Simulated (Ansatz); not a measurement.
# LiGeF3 (model cell, started as cubic perovskite with Ge in the octahedra): following an unstable mode, part 3 of 3

Aim: this structure of LiGeF3 (model cell, started as cubic perovskite with Ge in the octahedra) is to be tested for unstable modes, and one is followed downhill.

Ansatz 0.2.0; DFT r2SCAN, scalar-relativistic, plane waves, PAW; PAW set soft_1.

So far. Step 5 (Energy along the mode, all amplitudes (two of the runs …): The lowest of the steps tried is at 0.32 Å, 39.0 meV/atom below the parent; the bottom of the well need not coincide with a step. Step 7 (The new phase in its own primitive cell): The largest force component left is 0.39 meV/Å and the pressure is 0.000 GPa, within the tolerances set. The cell now holds 20.27 Å³/atom. The relaxed cell has a = 4.224, c = 5.680 Å (conventional setting).

The structure was built from a prototype and need not be the compound's stable phase.

## 8. Modes of the new phase, k-mesh 6×6×4

A relaxed structure may still be a saddle point, so its zone-centre modes are computed. The response to a homogeneous field gives the Born charges and the dielectric tensor.

Contents of input.yaml:

```yaml
crystal:
  lattice:
    - [4.2243531221, 0.0, 0.0]
    - [0.0, 4.2243531221, 0.0]
    - [0.0, 0.0, 5.6800390491]
  atoms:
    - { symbol: Li, position: [0.0, 0.0, 0.7374198284] }
    - { symbol: Ge, position: [0.5, 0.5, 0.5643425789] }
    - { symbol: F, position: [0.5, 0.0, 0.6403050982] }
    - { symbol: F, position: [0.5, 0.5, 0.8816270385] }
    - { symbol: F, position: [0.0, 0.5, 0.6403050982] }
kpoints:
  mp_grid: { grid: [6, 6, 4] }
hamiltonian:
  xc: r2scan
  pseudopotentials: { kind: paw, azcp: { folder: soft_1 } }
scf:
  occupations: { method: fixed }
output:
  eigenvalues: true
phonons:
  method: dfpt
  dielectric: true
  rigid_motions: translations
```

Command:

```bash
ansatz run input.yaml --threads 8 --pin off --max-ram 16384MiB --backend cpu --events-out ev --progress --plain --runs-dir out
```

Numbers of over 12 decimals in the logs are rounded to 6 here.

The log of the run:

```text
[...]
Crystal: 5 atoms, lattice volume = 101.361 Å³
Basis set: ecut = 500 eV, 2573 PW (Γ), exchange–correlation on 320×320×450 points (1000 copies of the dense FFT grid, shifted against one another)
Bands: 24, of which v1, the nominal top of the filled ones, is band 19 counted from 1 (18 counted from 0)
Symmetry: 8 space group operations
k-points: 76 of 144 (irreducible under 1 space group operation, time reversal used)
[...]
SCF iter   1: F=—  HF=-6942.934182 eV  |F-HF|=—  |Δ(HF+E_count)|=         —  Δρ=9.44e-2  dr2=8.21e0  dr2_τ=3.23e-2  ethr=3.10e-3  ⟨swp⟩=5.0  Hψ=7767  notcnv=0  defer=203
[...]
SCF iter  13: F=-6940.260513 eV  HF=-6940.260513 eV  |F-HF|=9.46e-11  |Δ(HF+E_count)|=   1.39e-9  Δρ=1.35e-7  dr2=3.74e-11  dr2_τ=7.76e-13  ethr=1.00e-12  ⟨swp⟩=13.8  Hψ=12181  notcnv=0
SCF 1 converged in 13 iterations: F = -6940.260513 eV  dr2 = 3.74e-11
[...]
── the response to a field inside a basis, on 6×6×4 k-points: an SCF that follows is theirs, and a resumed run solves both again ──
Bands: 20, of which v1, the nominal top of the filled ones, is band 19 counted from 1 (18 counted from 0)
k-points: 12 of 144 (time reversal used)
[...]
Eigensolver: Dense (12 Hₖ)
SCF iter   1: F=—  HF=-6940.255920 eV  |F-HF|=—  |Δ(HF+E_count)|=         —  Δρ=1.50e-4  dr2=3.80e-6  dr2_τ=8.36e-6  ethr=1.00e-1
[...]
SCF iter   4: F=-6940.255931 eV  HF=-6940.255931 eV  |F-HF|=1.00e-8  |Δ(HF+E_count)|=   4.87e-7  Δρ=2.79e-6  dr2=3.18e-9  dr2_τ=8.31e-10  ethr=4.17e-10
SCF 1 converged in 4 iterations: F = -6940.255931 eV  dr2 = 3.18e-9
[...]
SCF converged after 13 iterations
Free energy (F): -6940.260513 eV
[...]
Internal energy: -6940.260513 eV  (E = F + TS)
E sigma→0 (E₀):  -6940.260513 eV
Fermi energy:    0.008204 eV
[...]
--- Band table (eV; the first three rows and the last of 76) ---
  k-point 0: bands = [... 15 lower, -3.7885, -2.6929, -2.6929, -1.5598, 5.5557, 7.1631, 7.7366, 7.7366, ... 1 higher]
  k-point 1: bands = [... 15 lower, -3.7906, -2.6967, -2.6967, -1.3969, 5.1467, 7.2998, 7.7068, 7.7068, ... 1 higher]
  k-point 2: bands = [... 15 lower, -3.7927, -2.7004, -2.7004, -1.2215, 4.7552, 7.6008, 7.6775, 7.6775, ... 1 higher]
  k-point 75: bands = [... 15 lower, -3.7465, -2.8726, -2.8726, 0.0082, 5.0309, 5.0309, 7.1693, 7.9806, ... 1 higher]
[...]
k mesh reduced under 1 symmetry operation, with k and −k counted as one. Each operation leaves every solved perturbation unchanged. A smaller set is not considered because the functional reads the kinetic-energy density
  ASR residual: 7.259e-5 → 0.000e0 eV/Å²; symmetrization residual: 2.947e-6 eV/Å²
  ASR residual per site (eV/Å²): 2.53e-5 4.08e-5 7.26e-5 3.87e-5 7.26e-5
[...]
ε∞ (high-frequency dielectric tensor):
        2.262432     0.000000     0.000000
        0.000000     2.262432     0.000000
        0.000000     0.000000     1.768453
  softest optical mode at Γ: -170.20 cm⁻¹; the repairs (sum rule, projections) moved no ω² at Γ by more than (1.66 cm⁻¹)²
  Born effective charges Z* (e; rows j = field, columns β = displacement):
    site 0:
         1.21369    0.00000    0.00000
         0.00000    1.21369    0.00000
         0.00000    0.00000    0.73610
    site 1:
         3.29240    0.00000   -0.00000
         0.00000    3.29240    0.00000
         0.00000    0.00000    1.66857
    site 2:
        -0.63553    0.00000   -0.00000
         0.00000   -3.11855    0.00000
        -0.00000    0.00000   -0.46168
    site 3:
        -0.75201    0.00000   -0.00000
         0.00000   -0.75201    0.00000
        -0.00000    0.00000   -1.48131
    site 4:
        -3.11855    0.00000    0.00000
         0.00000   -0.63553    0.00000
         0.00000    0.00000   -0.46168
  Z* charge neutrality: 1.871e-3 e pre-enforcement
  solved inside a basis spanned on kpoints, on 6×6×4 k-points, its susceptibility summed on 10×10×8: ε∞ is read to err by 4.5e-3, Z* by 1.5e-2 e (field_mesh: kpoints solves on kpoints); Z* is corrected for what the basis lacks
  optical modes at Γ without the LO–TO term, one row a degenerate level:
      ω (cm⁻¹)  modes    IR ((D/Å)²/amu)
       -170.20      2            18.0438
       -130.79      2            20.7778
        176.55      2             0.0166
        191.94      1             0.5692
        203.02      1             0.0000
        290.95      1             1.0619
        306.05      2             3.8164
        562.12      1             4.2368
  optical modes at Γ + LO–TO along q̂ = [1.0000, 0.0000, 0.0000]:
      ω (cm⁻¹)  modes    IR ((D/Å)²/amu)
       -170.20      1             9.0219
       -153.87      1             0.0205
       -130.79      1            10.3889
        176.44      1             0.0019
        176.55      1             0.0083
        191.94      1             0.5692
        203.02      1             0.0000
        271.31      1             1.6830
        290.95      1             1.0619
        306.05      1             1.9082
        442.78      1            19.6219
        562.12      1             4.2368
  optical modes at Γ + LO–TO along q̂ = [0.0000, 1.0000, 0.0000]:
      ω (cm⁻¹)  modes    IR ((D/Å)²/amu)
       -170.20      1             9.0219
       -153.87      1             0.0205
[...]
290.95      1             1.0619
        306.05      1             1.9082
        442.78      1            19.6219
        562.12      1             4.2368
  optical modes at Γ + LO–TO along q̂ = [0.0000, 0.0000, 1.0000]:
      ω (cm⁻¹)  modes    IR ((D/Å)²/amu)
       -170.20      2            18.0438
       -130.79      2            20.7778
        176.55      2             0.0166
        203.02      1             0.0000
        203.54      1             0.2554
        306.05      2             3.8164
        309.82      1             0.8296
        608.17      1             4.7830
```

Elapsed: 2.9 min, on 8 threads of AMD EPYC 7B13 (Zen 3), shared host; peak memory 10 GiB; 20 min of CPU time.

This step gave:

```yaml
sum_rule_residual_before_enforcement: 7.26e-5 eV/Å²
miss_of_the_charge_sum_rule: 0.001871 e
estimated_error_of_the_dielectric_tensor: 0.004535
estimated_error_of_the_born_charges: 0.01547 e
point_group: 4mm
highest_optical_mode_at_the_zone_centre_no_lo_to_term: 562.1 cm⁻¹
lowest_optical_zone_centre_mode: -170.2 cm⁻¹
mean_high_frequency_dielectric_constant: 2.098
largest_born_charge_third_of_the_trace: 2.751 e
top_of_the_zone_centre_spectrum_with_the_field: 608.2 cm⁻¹
```

Without the LO-TO term. Patterns of degenerate modes are one choice out of their space. Modes at Γ, with each element's share of the kinetic energy (negative means imaginary):

```tsv
mode	frequency (cm⁻¹)	symmetry	Li %	Ge %	F %
1	-170.2	E	0	16	84
2	-170.2	E	0	16	84
3	-130.8	E	46	8	46
4	-130.8	E	46	8	46
5	0.0	acoustic	5	53	42
6	0.0	acoustic	5	53	42
7	0.0	acoustic	5	53	42
8	176.6	E	44	18	38
9	176.6	E	44	18	38
10	191.9	A1	71	17	12
11	203.0	B1	0	0	100
12	290.9	A1	23	8	69
13	306.1	E	5	5	91
14	306.1	E	5	5	91
15	562.1	A1	1	22	77
```

Displacements in mode 2 (-170.2 cm⁻¹), the largest set to 1:
```
Li1  0.00  0.17  0.00
Ge2  0.00 -0.30  0.00
F3   0.01  1.00  0.00
F4  -0.01  0.70  0.00
F5  -0.01 -0.60  0.00
```

Displacements in mode 15 (562.1 cm⁻¹), the largest set to 1:
```
Li1  0.00  0.00 -0.20
Ge2  0.00  0.00 -0.27
F3   0.00  0.00  0.06
F4   0.00  0.00  1.00
F5   0.00  0.00  0.06
```

Optical modes at the zone centre, without and with the macroscopic field of the longitudinal modes; each column is sorted by frequency, so a row need not hold one and the same mode. Modes with and without the field, by row:

```tsv
rank among optical modes	no field (cm⁻¹)	q along (1, 0, 0) (cm⁻¹)	q along (0, 0, 1) (cm⁻¹)
1	-170.2	-170.2	-170.2
2	-170.2	-153.9	-170.2
3	-130.8	-130.8	-130.8
4	-130.8	176.4	-130.8
5	176.6	176.6	176.6
6	176.6	191.9	176.6
7	191.9	203	203
8	203	271.3	203.5
9	290.9	290.9	306.1
10	306.1	306.1	306.1
11	306.1	442.8	309.8
12	562.1	562.1	608.2
```

Born charge (rows field, columns displacement) (e), principal values of the symmetric part by kind of site:

```tsv
atom	atoms with these values	low	middle	high	mean
Li1	1	0.74	1.21	1.21	1.05
Ge2	1	1.67	3.29	3.29	2.75
F3	2	-3.12	-0.64	-0.46	-1.41
F4	1	-1.48	-0.75	-0.75	-1.00
```

In full for F3:

```
-0.64  0.00  0.00
 0.00 -3.12  0.00
 0.00  0.00 -0.46
```

High-frequency dielectric tensor:

```
2.26 0.00 0.00
0.00 2.26 0.00
0.00 0.00 1.77
```

Transverse modes; imaginary modes are left out. Infrared lines, with heights relative to the strongest:

```tsv
position (cm⁻¹)	label	relative intensity
176	E	0.4
192	A1	13
203	B1	0.0
291	A1	25
306	E	90
562	A1	100
```

Before it was imposed, the acoustic sum rule was missed by 7.3e-5 eV/Å² and the charge sum rule by 0.0019 e. Small misses are needed for a sound result but don't prove that mesh and cutoff are converged. The lowest optical mode is imaginary, 170.2i cm⁻¹, so the energy falls along it.

## 9. Outcome

```
unstable mode of the parent                                                      : q = (0, 0, 0), 308i cm⁻¹
depth at the lowest point sampled                                                : 39.0 meV/atom
largest atomic shift at that point                                               : 0.32 Å
space group reached (within 0.01 Å)                                              : P4mm
energy gained over the parent (first relaxation, on the mesh of the frozen mode) : 274 meV/atom
volume per atom, phase reached                                                   : 20.3 Å³
gap on the k-mesh, phase reached                                                 : 4.75 eV
lowest optical zone-centre mode, phase reached                                   : -170 cm⁻¹
highest optical mode at the zone centre (no LO-TO term), phase reached           : 562 cm⁻¹
```

**Reading.** Along this mode the structure falls into P4mm, 274 meV/atom below the parent. At the parent's cell the well is 39.05 meV/atom deep on the steps tried, with its lowest point at a shift of 0.32 Å. Relaxing atoms and cell changes the gain by +234.63 meV/atom against the lowest step (energies at zero smearing). Most of the total comes from this relaxation. The new phase still has an imaginary mode at the zone centre of its cell, so it is a saddle point on the way to a lower structure. Of the 6 patterns followed to their end from this parent, this one ends 89.7 meV/atom above the lowest, R3m. Each path keeps the symmetry of its pattern, so a lower phase may lie along a pattern not tried. The q mesh stands for a supercell only 8.7 Å across, so branches between the solved wavevectors are rough. The starting cell was built on a prototype and not taken from a measurement, so the phase need not exist.

[Logs are printed without paths, hosts, clocks, repeated set-up lines and the standing remarks that a program may print on its own settings, such as how far it seeks lower states.]

[Hosts, paths, dates, database ids (printed as entryN), source tags and the programs' standing remarks are cut or masked in the printed files.]
